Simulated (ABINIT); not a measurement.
# Quasiparticle gap of CsPbCl3 (Pm-3m) in ABINIT

Aim: the G0W0 gap of CsPbCl3 (Pm-3m) on PBE, step by step.

Calculated with ABINIT 10.8.3; PBE and many-body steps on it, plane waves.

## (1) The starting structure

The structure is cubic, space group Pm-3m (No. 221). The conventional cell has a = 5.605 Å, b = 5.605 Å, c = 5.605 Å, α = 90.00°, β = 90.00°, γ = 90.00°. Cs has 12 Cl at 3.96 Å nearest. Nearest to Pb lie 6 Cl at 2.80 Å. Nearest to Cl lie 2 Pb at 2.80 Å and 4 Cs at 3.96 Å. Farther neighbours, and contacts between anions beyond the nearest, are not listed.

The cell and positions come from the Crystallography Open Database and are kept as given unless a step says otherwise.

## (2) Ground state

This step: ABINIT 10.8.3; DFT, PBE, plane waves, norm-conserving pseudopotentials.

The ground-state density comes first.

File run.abi:

```
acell 3*1.0 Angstrom
rprim 
  5.605000000000 0.000000000000 0.000000000000
  0.000000000000 5.605000000000 0.000000000000
  0.000000000000 0.000000000000 5.605000000000
ntypat 3
znucl 55 82 17
natom 5
typat 1 2 3 3 3
xred 
  0.000000000000 0.000000000000 0.000000000000
  0.500000000000 0.500000000000 0.500000000000
  0.500000000000 0.500000000000 0.000000000000
  0.000000000000 0.500000000000 0.500000000000
  0.500000000000 0.000000000000 0.500000000000
pp_dirpath "pseudos"
pseudos "Cs.upf, Pb.upf, Cl.upf"
ecut 32
ngkpt 4 4 4
nshiftk 1
shiftk 0 0 0
kptopt 1
chksymbreak 0
nband 32
occopt 1
tolvrs 1e-08
nstep 60
prtwf 0
optforces 0
optstress 0
indata_prefix "in"
outdata_prefix "out"
tmpdata_prefix "tmp"
```

Launch:

```
OMP_NUM_THREADS=1 mpirun -n 4 abinit run.abi > log
```

Standard output:

```text
.Version 10.8.3 of ABINIT. v10.8.2 released Aug 2026.

 Symmetries : space group Pm -3 m (#221); Bravais cP (primitive cubic)
================================================================================
 Values of the parameters that define the memory need of the present run
     intxc =       0    ionmov =       0      iscf =       7    lmnmax =       8
     lnmax =       8     mgfft =      54  mpssoang =       4    mqgrid =    3001
     natom =       5  nloc_mem =       1    nspden =       1   nspinor =       1
    nsppol =       1      nsym =      48    n1xccc =    2501    ntypat =       3
    occopt =       1   xclevel =       2
-    mband =          32        mffmem =           1         mkmem =           3
       mpw =       10315          nfft =      157464          nkpt =          10
================================================================================
  Rough estimation (10% accuracy) of disk space for files :
================================================================================

--------------------------------------------------------------------------------
------------- Echo of variables that govern the present computation ------------
--------------------------------------------------------------------------------
 -outvars: echo values of preprocessed input variables --------
            acell      1.8897261259E+00  1.8897261259E+00  1.8897261259E+00 Bohr

      chksymbreak           0
             ecut      3.20000000E+01 Hartree
-          fftalg         312

              ixc     -101130
              kpt      0.00000000E+00  0.00000000E+00  0.00000000E+00
                       2.50000000E-01  0.00000000E+00  0.00000000E+00
                       5.00000000E-01  0.00000000E+00  0.00000000E+00
                       2.50000000E-01  2.50000000E-01  0.00000000E+00
                       5.00000000E-01  2.50000000E-01  0.00000000E+00
                       5.00000000E-01  5.00000000E-01  0.00000000E+00
                       2.50000000E-01  2.50000000E-01  2.50000000E-01
                       5.00000000E-01  2.50000000E-01  2.50000000E-01
                       5.00000000E-01  5.00000000E-01  2.50000000E-01
                       5.00000000E-01  5.00000000E-01  5.00000000E-01
         kptrlatt        4    0    0      0    4    0      0    0    4
          kptrlen      4.23676597E+01
P           mkmem           3
            natom           5
            nband          32
            ngfft          54      54      54
             nkpt          10
            nstep          60
             nsym          48
           ntypat           3
              occ      2.000000  2.000000  2.000000  2.000000  2.000000  2.000000
                       2.000000  2.000000  2.000000  2.000000  2.000000  2.000000
                       2.000000  2.000000  2.000000  2.000000  2.000000  2.000000
                       2.000000  2.000000  2.000000  2.000000  2.000000  2.000000
                       2.000000  2.000000  0.000000  0.000000  0.000000  0.000000
                       0.000000  0.000000
        optforces           0
        optstress           0
            prtwf           0
            rprim      5.6050000000E+00  0.0000000000E+00  0.0000000000E+00
                       0.0000000000E+00  5.6050000000E+00  0.0000000000E+00
[...]
spgroup         221

           tolvrs      1.00000000E-08

             xred      0.0000000000E+00  0.0000000000E+00  0.0000000000E+00
[...]
znucl       55.00000   82.00000   17.00000

================================================================================

 chkinp: Checking input parameters for consistency.

================================================================================
== DATASET  1 ==================================================================
-   mpi_nproc: 4, omp_nthreads: 1 (-1 if OMP is not activated)

--- !DatasetInfo
iteration_state: {dtset: 1, }
dimensions: {natom: 5, nkpt: 10, mband: 32, nsppol: 1, nspinor: 1, nspden: 1, mpw: 10315, }
cutoff_energies: {ecut:  32.0, pawecutdg:  -1.0, }
electrons: {nelect:   5.20000000E+01, charge:   0.00000000E+00, occopt:   1.00000000E+00, tsmear:   1.00000000E-02, }

 Real(R)+Recip(G) space primitive vectors, cartesian coordinates (Bohr,Bohr^-1):
 R(1)= 10.5919149  0.0000000  0.0000000  G(1)=  0.0944116  0.0000000  0.0000000
 R(2)=  0.0000000 10.5919149  0.0000000  G(2)=  0.0000000  0.0944116  0.0000000
 R(3)=  0.0000000  0.0000000 10.5919149  G(3)=  0.0000000  0.0000000  0.0944116
 Unit cell volume ucvol=  1.1882928E+03 bohr^3
 Angles (23,13,12)=  9.00000000E+01  9.00000000E+01  9.00000000E+01 degrees

 getcut: wavevector=  0.0000  0.0000  0.0000  ngfft=  54  54  54
         ecut(hartree)=     32.000   => boxcut(ratio)=   2.00207

--- Pseudopotential description ------------------------------------------------
- Cs Generated using ONCVPSP code by D. R. Hamann
- 55.00000   9.00000  171031                  znucl, zion, pspdat
12 -101130 3 -1 2414                          pspcod,pspxc,lmax,lloc,mmax
     nproj     2     2     2     2
  pspatm : epsatm=   22.81663564
         --- l  ekb(1:nproj) -->
[...]
pspatm: atomic psp has been read  and splines computed

- Pb Generated using ONCVPSP code by D. R. Hamann
- 82.00000  22.00000  220131                  znucl, zion, pspdat
12 -101130 3 -1 1692                          pspcod,pspxc,lmax,lloc,mmax
     nproj     2     2     2     1
  pspatm : epsatm=   27.21822286
         --- l  ekb(1:nproj) -->
[...]
3    9.337611
 pspatm: atomic psp has been read  and splines computed

- Cl Generated using ONCVPSP code by D. R. Hamann
- 17.00000   7.00000  171031                  znucl, zion, pspdat
12 -101130 2 -1 1028                          pspcod,pspxc,lmax,lloc,mmax
     nproj     2     2     2     0
  pspatm : epsatm=    9.12776517
         --- l  ekb(1:nproj) -->
[...]
pspatm: atomic psp has been read  and splines computed

   4.02574401E+03                                ecore*ucvol(ha*bohr**3)
--------------------------------------------------------------------------------

_setup2: Arith. and geom. avg. npw (full set) are   10275.234   10275.182

================================================================================

--- !BeginCycle
iteration_state: {dtset: 1, }
solver: {iscf: 7, nstep: 60, nline: 4, wfoptalg: 0, }
tolerances: {tolvrs: 1.00E-08, }

     iter   Etot(hartree)      deltaE(h)  residm     vres2
 ETOT  1  -282.09127707631    -2.821E+02 3.367E-01 2.303E+02
 ETOT  2  -282.63218172564    -5.409E-01 6.445E-03 2.387E+01
 ETOT  3  -282.63623625471    -4.055E-03 8.149E-03 6.134E+00
 ETOT  4  -282.63648421894    -2.480E-04 1.144E-03 6.246E-01
 ETOT  5  -282.63651776948    -3.355E-05 5.387E-04 1.494E-01
 ETOT  6  -282.63652215599    -4.387E-06 1.679E-04 2.358E-02
 ETOT  7  -282.63652346236    -1.306E-06 7.571E-05 4.557E-03
 ETOT  8  -282.63652366616    -2.038E-07 8.369E-05 2.074E-04
 ETOT  9  -282.63652367534    -9.183E-09 3.768E-05 4.005E-06
 ETOT 10  -282.63652367576    -4.252E-10 3.799E-05 2.413E-07
 ETOT 11  -282.63652367582    -5.139E-11 1.735E-05 4.773E-09

 At SCF step   11       vres2   =  4.77E-09 < tolvrs=  1.00E-08 =>converged.

--- !ResultsGS
iteration_state: {dtset: 1, }
comment   : Summary of ground state results
lattice_vectors:
- [ 10.5919149,   0.0000000,   0.0000000, ]
- [  0.0000000,  10.5919149,   0.0000000, ]
- [  0.0000000,   0.0000000,  10.5919149, ]
lattice_lengths: [  10.59191,   10.59191,   10.59191, ]
lattice_angles: [ 90.000,  90.000,  90.000, ] # degrees, (23, 13, 12)
lattice_volume:   1.1882928E+03
convergence: {deltae: -5.139E-11, res2:  4.773E-09, residm:  1.735E-05, diffor:  0.000E+00, }
etotal    :  -2.82636524E+02
entropy   :   0.00000000E+00
fermie    :   1.02427899E-01
cartesian_stress_tensor: null
pressure_GPa: null
xred      :
- [  0.0000E+00,   0.0000E+00,   0.0000E+00, Cs]
- [  5.0000E-01,   5.0000E-01,   5.0000E-01, Pb]
- [  5.0000E-01,   5.0000E-01,   0.0000E+00, Cl]
- [  0.0000E+00,   5.0000E-01,   5.0000E-01, Cl]
- [  5.0000E-01,   0.0000E+00,   5.0000E-01, Cl]
cartesian_forces: null
force_length_stats: {min: null, max: null, mean: null, }

 Integrated electronic density in atomic spheres:
 ------------------------------------------------
 Atom  Sphere_radius  Integrated_density
[...]
================================================================================

 ----iterations are completed or convergence reached----

 Mean square residual over all n,k,spin=   12.519E-08; max=  17.347E-06
 reduced coordinates (array xred) for    5 atoms
       0.000000      0.000000      0.000000
       0.500000      0.500000      0.500000
       0.500000      0.500000      0.000000
       0.000000      0.500000      0.500000
       0.500000      0.000000      0.500000
 rms dE/dt=  0.0000E+00; max dE/dt=  0.0000E+00; dE/dt below (all hartree)
    1       0.000000      0.000000      0.000000
    2       0.000000      0.000000      0.000000
    3       0.000000      0.000000      0.000000
    4       0.000000      0.000000      0.000000
    5       0.000000      0.000000      0.000000

 cartesian coordinates (angstrom) at end:
    1      0.000000     0.000000     0.000000
    2      2.802500     2.802500     2.802500
    3      2.802500     2.802500     0.000000
    4      0.000000     2.802500     2.802500
    5      2.802500     0.000000     2.802500
 length scales=  1.889726  1.889726  1.889726 bohr
              =  1.000000  1.000000  1.000000 angstroms
 prteigrs : about to open file out_EIG
 Fermi (or HOMO) energy (hartree) =   0.10243   Average Vxc (hartree)=  -0.29278
 Eigenvalues (hartree) for nkpt=  10  k points:
 kpt#   1, nband= 32, wtk=  0.01563, kpt=  0.0000  0.0000  0.0000 (reduced coord)
  -5.02370   -2.88158   -2.88158   -2.88158   -0.68291   -0.51653   -0.51653   -0.50762
  -0.50762   -0.50762   -0.45513   -0.42305   -0.42305   -0.19776   -0.19776   -0.19776
  -0.14101   -0.06948   -0.06948   -0.06948    0.00536    0.00536    0.00536    0.00927
   0.00927    0.00927    0.22532    0.25983    0.25983    0.29325    0.29325    0.29325
 prteigrs : prtvol=0 or 1, do not print more k-points.

--- !EnergyTerms
iteration_state     : {dtset: 1, }
comment             : Components of total free energy in Hartree
kinetic             :  8.087970E+01
hartree             :  1.004991E+02
xc                  : -5.439678E+01
Ewald energy        : -1.330174E+02
psp_core            :  3.387839E+00
local_psp           : -3.037288E+02
non_local_psp       :  2.373988E+01
total_energy        : -2.826365E+02
total_energy_eV     : -7.690932E+03
band_energy         : -3.808950E+01

== END DATASET(S) ==============================================================
================================================================================

 -outvars: echo values of variables after computation  --------
           etotal     -2.8263652368E+02
            nband          32
             nkpt          10
          spgroup         221
 [... the other variables as echoed above ...]

 Calculation completed.
```

The job ended after 54 s (4 MPI ranks of Arm Neoverse V1, shared host; peak memory 0.43 GiB).

Numbers from this step:

```yaml
total_energy: -7690.9316 eV
gap: 1.932 eV
k_of_the_valence_top: 0.5, 0.5, 0.5
k_of_the_conduction_bottom: 0.5, 0.5, 0.5
least_direct_gap: 1.932 eV
```

The gap is direct, at (0.500, 0.500, 0.500).

## (3) Bands along the symmetry lines

The cheap functional maps the bands first; the places of the edges decide which points the dearer methods must see.

Edit run.abi of step 2 so:

```diff
@@ -18,14 +18,40 @@
 ecut 32
-ngkpt 4 4 4
-nshiftk 1
-shiftk 0 0 0
-kptopt 1
-chksymbreak 0
-nband 32
-occopt 1
-tolvrs 1e-08
-nstep 60
+iscf -2
+irdden 1
+kptopt 0
+nkpt 26
+kpt 
+  0.00000000 0.00000000 0.00000000
+  0.00000000 0.12500000 0.00000000
+  0.00000000 0.25000000 0.00000000
+  0.00000000 0.37500000 0.00000000
+  0.00000000 0.50000000 0.00000000
+  0.12500000 0.50000000 0.00000000
+  0.25000000 0.50000000 0.00000000
+  0.37500000 0.50000000 0.00000000
+  0.50000000 0.50000000 0.00000000
+  0.37500000 0.37500000 0.00000000
+  0.25000000 0.25000000 0.00000000
+  0.12500000 0.12500000 0.00000000
+  0.00000000 0.00000000 0.00000000
+  0.12500000 0.12500000 0.12500000
+  0.25000000 0.25000000 0.25000000
+  0.37500000 0.37500000 0.37500000
+  0.50000000 0.50000000 0.50000000
+  0.37500000 0.50000000 0.37500000
+  0.25000000 0.50000000 0.25000000
+  0.12500000 0.50000000 0.12500000
+  0.00000000 0.50000000 0.00000000
+  0.50000000 0.50000000 0.50000000
+  0.50000000 0.50000000 0.37500000
+  0.50000000 0.50000000 0.25000000
+  0.50000000 0.50000000 0.12500000
+  0.50000000 0.50000000 0.00000000
+istwfk *1
+nband 33
+nbdbuf 2
+tolwfr 1e-08
+nstep 40
 prtwf 0
-optforces 0
-optstress 0
+prtvol 0
 indata_prefix "in"
```

Standard output:

```text
.Version 10.8.3 of ABINIT. v10.8.2 released Aug 2026.

 Symmetries : space group Pm -3 m (#221); Bravais cP (primitive cubic)
[... echo of the input left out ...]
== DATASET  1 ==================================================================
-   mpi_nproc: 4, omp_nthreads: 1 (-1 if OMP is not activated)

--- !DatasetInfo
iteration_state: {dtset: 1, }
dimensions: {natom: 5, nkpt: 26, mband: 33, nsppol: 1, nspinor: 1, nspden: 1, mpw: 10315, }
cutoff_energies: {ecut:  32.0, pawecutdg:  -1.0, }
electrons: {nelect:   5.20000000E+01, charge:   0.00000000E+00, occopt:   1.00000000E+00, tsmear:   1.00000000E-02, }

 Real(R)+Recip(G) space primitive vectors, cartesian coordinates (Bohr,Bohr^-1):
 R(1)= 10.5919149  0.0000000  0.0000000  G(1)=  0.0944116  0.0000000  0.0000000
 R(2)=  0.0000000 10.5919149  0.0000000  G(2)=  0.0000000  0.0944116  0.0000000
 R(3)=  0.0000000  0.0000000 10.5919149  G(3)=  0.0000000  0.0000000  0.0944116
 Unit cell volume ucvol=  1.1882928E+03 bohr^3
 Angles (23,13,12)=  9.00000000E+01  9.00000000E+01  9.00000000E+01 degrees

 getcut: wavevector=  0.0000  0.0000  0.0000  ngfft=  54  54  54
         ecut(hartree)=     32.000   => boxcut(ratio)=   2.00207

--- Pseudopotential description ------------------------------------------------
- Cs Generated using ONCVPSP code by D. R. Hamann
- 55.00000   9.00000  171031                  znucl, zion, pspdat
12 -101130 3 -1 2414                          pspcod,pspxc,lmax,lloc,mmax
     nproj     2     2     2     2
  pspatm : epsatm=   22.81663564
         --- l  ekb(1:nproj) -->
             0    6.176104    0.756334
             1    6.263084    0.786397
             2    3.737592    0.906929
[...]
pspatm: atomic psp has been read  and splines computed

- Pb Generated using ONCVPSP code by D. R. Hamann
- 82.00000  22.00000  220131                  znucl, zion, pspdat
12 -101130 3 -1 1692                          pspcod,pspxc,lmax,lloc,mmax
     nproj     2     2     2     1
  pspatm : epsatm=   27.21822286
         --- l  ekb(1:nproj) -->
[...]
3    9.337611
 pspatm: atomic psp has been read  and splines computed

- Cl Generated using ONCVPSP code by D. R. Hamann
- 17.00000   7.00000  171031                  znucl, zion, pspdat
12 -101130 2 -1 1028                          pspcod,pspxc,lmax,lloc,mmax
     nproj     2     2     2     0
  pspatm : epsatm=    9.12776517
         --- l  ekb(1:nproj) -->
[...]
pspatm: atomic psp has been read  and splines computed

--------------------------------------------------------------------------------

================================================================================
 prteigrs : about to open file out_EIG
 Non-SCF case, kpt    1 (  0.00000  0.00000  0.00000), residuals and eigenvalues=
  6.30E-09  1.92E-09  4.87E-09  8.05E-09  7.00E-09  3.92E-09  8.29E-09  4.08E-09
[...]
8.71E-09
[...]
Non-SCF case, kpt   25 (  0.50000  0.50000  0.12500), residuals and eigenvalues=
[...]
Non-SCF case, kpt   26 (  0.50000  0.50000  0.00000), residuals and eigenvalues=
[...]
-2.3826E-02 -2.7424E-03 -2.7424E-03 -1.4325E-03 -1.4325E-03  8.2114E-04
  2.0686E-02  7.2320E-02  1.9495E-01  1.9495E-01  2.8318E-01  3.0027E-01
[...]
--- !ResultsGS
iteration_state: {dtset: 1, }
comment   : Summary of ground state results
lattice_vectors:
- [ 10.5919149,   0.0000000,   0.0000000, ]
- [  0.0000000,  10.5919149,   0.0000000, ]
- [  0.0000000,   0.0000000,  10.5919149, ]
lattice_lengths: [  10.59191,   10.59191,   10.59191, ]
lattice_angles: [ 90.000,  90.000,  90.000, ] # degrees, (23, 13, 12)
lattice_volume:   1.1882928E+03
convergence: {deltae:  0.000E+00, res2:  0.000E+00, residm:  9.999E-09, diffor:  0.000E+00, }
etotal    :  -2.82636524E+02
entropy   :   0.00000000E+00
fermie    :   1.02427899E-01
cartesian_stress_tensor: null
pressure_GPa: null
xred      :
- [  0.0000E+00,   0.0000E+00,   0.0000E+00, Cs]
- [  5.0000E-01,   5.0000E-01,   5.0000E-01, Pb]
- [  5.0000E-01,   5.0000E-01,   0.0000E+00, Cl]
- [  0.0000E+00,   5.0000E-01,   5.0000E-01, Cl]
- [  5.0000E-01,   0.0000E+00,   5.0000E-01, Cl]
cartesian_forces: null
force_length_stats: {min: null, max: null, mean: null, }

 Integrated electronic density in atomic spheres:
 ------------------------------------------------
 Atom  Sphere_radius  Integrated_density
[...]
================================================================================

 ----iterations are completed or convergence reached----

 Mean square residual over all n,k,spin=   68.168E-10; max=  99.992E-10
 reduced coordinates (array xred) for    5 atoms
[...]
0.000000      0.500000      0.500000
       0.500000      0.000000      0.500000

 cartesian coordinates (angstrom) at end:
    1      0.000000     0.000000     0.000000
    2      2.802500     2.802500     2.802500
    3      2.802500     2.802500     0.000000
    4      0.000000     2.802500     2.802500
    5      2.802500     0.000000     2.802500
 length scales=  1.889726  1.889726  1.889726 bohr
              =  1.000000  1.000000  1.000000 angstroms
 prteigrs : about to open file out_EIG
 Eigenvalues (hartree) for nkpt=  26  k points:
 kpt#   1, nband= 33, wtk=  1.00000, kpt=  0.0000  0.0000  0.0000 (reduced coord)
[...]
kpt#   2, nband= 33, wtk=  1.00000, kpt=  0.0000  0.1250  0.0000 (reduced coord)
[...]
kpt#   3, nband= 33, wtk=  1.00000, kpt=  0.0000  0.2500  0.0000 (reduced coord)
[...]
kpt#  25, nband= 33, wtk=  1.00000, kpt=  0.5000  0.5000  0.1250 (reduced coord)
[...]
0.32530
 kpt#  26, nband= 33, wtk=  1.00000, kpt=  0.5000  0.5000  0.0000 (reduced coord)
[...]
-0.19641   -0.06162   -0.02383   -0.00274   -0.00274   -0.00143   -0.00143    0.00082
   0.02069    0.07232    0.19495    0.19495    0.28318    0.30027    0.31371    0.32720
   0.33270

== END DATASET(S) ==============================================================
================================================================================

 -outvars: echo values of variables after computation  --------
            nband          33
             nkpt          26
          spgroup         221
 [... the other variables as echoed above ...]

 Calculation completed.
```

Elapsed: 72 s, on 4 MPI ranks; peak memory 0.44 GiB.

This step gave:

- gap: 1.932 eV
- k of the valence top: 0.5, 0.5, 0.5
- k of the conduction bottom: 0.5, 0.5, 0.5
- least direct gap: 1.932 eV

The gap is 1.932 eV, as in the run before at this level.

Electronic bands along the path, in eV, zero at the top of the highest filled band:

| point | band 23 | band 24 | band 25 | band 26 | band 27 | band 28 | band 29 | band 30 |
| --- | --- | --- | --- | --- | --- | --- | --- | --- |
| Γ | -2.64 | -2.54 | -2.54 | -2.54 | 3.34 | 4.28 | 4.28 | 5.19 |
| halfway | -2.69 | -2.59 | -2.59 | -2.44 | 3.85 | 4.63 | 4.69 | 4.83 |
| X | -2.74 | -2.64 | -2.64 | -1.69 | 3.02 | 4.68 | 5.19 | 5.33 |
| halfway | -2.73 | -2.65 | -2.40 | -1.46 | 2.76 | 4.07 | 5.10 | 5.16 |
| M | -2.83 | -2.76 | -2.22 | -0.82 | 2.52 | 2.52 | 4.92 | 5.38 |
| halfway | -2.66 | -2.63 | -2.43 | -2.26 | 4.08 | 4.25 | 4.63 | 5.04 |
| Γ | -2.64 | -2.54 | -2.54 | -2.54 | 3.34 | 4.28 | 4.28 | 5.19 |
| halfway | -2.45 | -2.45 | -2.44 | -2.10 | 3.91 | 3.91 | 3.99 | 4.88 |
| R | -2.21 | -2.21 | -2.21 | 0.00 | 1.93 | 1.93 | 1.93 | 5.10 |
| halfway | -2.49 | -2.46 | -2.36 | -1.26 | 2.48 | 3.67 | 3.83 | 5.20 |
| X | -2.74 | -2.64 | -2.64 | -1.69 | 3.02 | 4.68 | 5.19 | 5.33 |
| jump to R | -2.21 | -2.21 | -2.21 | 0.00 | 1.93 | 1.93 | 1.93 | 5.10 |
| halfway | -2.44 | -2.44 | -2.22 | -0.62 | 2.22 | 2.22 | 3.49 | 5.46 |
| M | -2.83 | -2.76 | -2.22 | -0.82 | 2.52 | 2.52 | 4.92 | 5.38 |

(Part 1 of 2 ends here.)

[Long decimals in the printed logs are rounded to 6 places.]

[Logs are printed without paths, hosts, clocks, repeated set-up lines and the standing remarks that a program may print on its own settings, such as how far it seeks lower states.]

[Paths, hosts, dates, memory and timing lines, banners, echoed tables and standing remarks are left out of the program output; an Ansatz launch command may be rebuilt from the run's recorded settings. Measured values are a selection of at most five: reports struck by readers or far from the other reports are left out. None is set beside runs whose start may be inverted or whose files or cutoffs have a known fault.]

[Runs of the session that timed out or met a known fault of the program may be left out.]

[Hosts, paths, dates, database ids (printed as entryN), source tags and the programs' standing remarks are cut or masked in the printed files.]

[G0W0 gaps are taken among the corrected bands and points alone; a level outside them can change the order at an edge.]

[Where Ansatz stands beside ABINIT at settings called matched, ABINIT's density can come from a denser mesh and the files from another edition; pairs whose starting gaps differed by over 0.03 eV were left out, so agreement reads better than it is.]
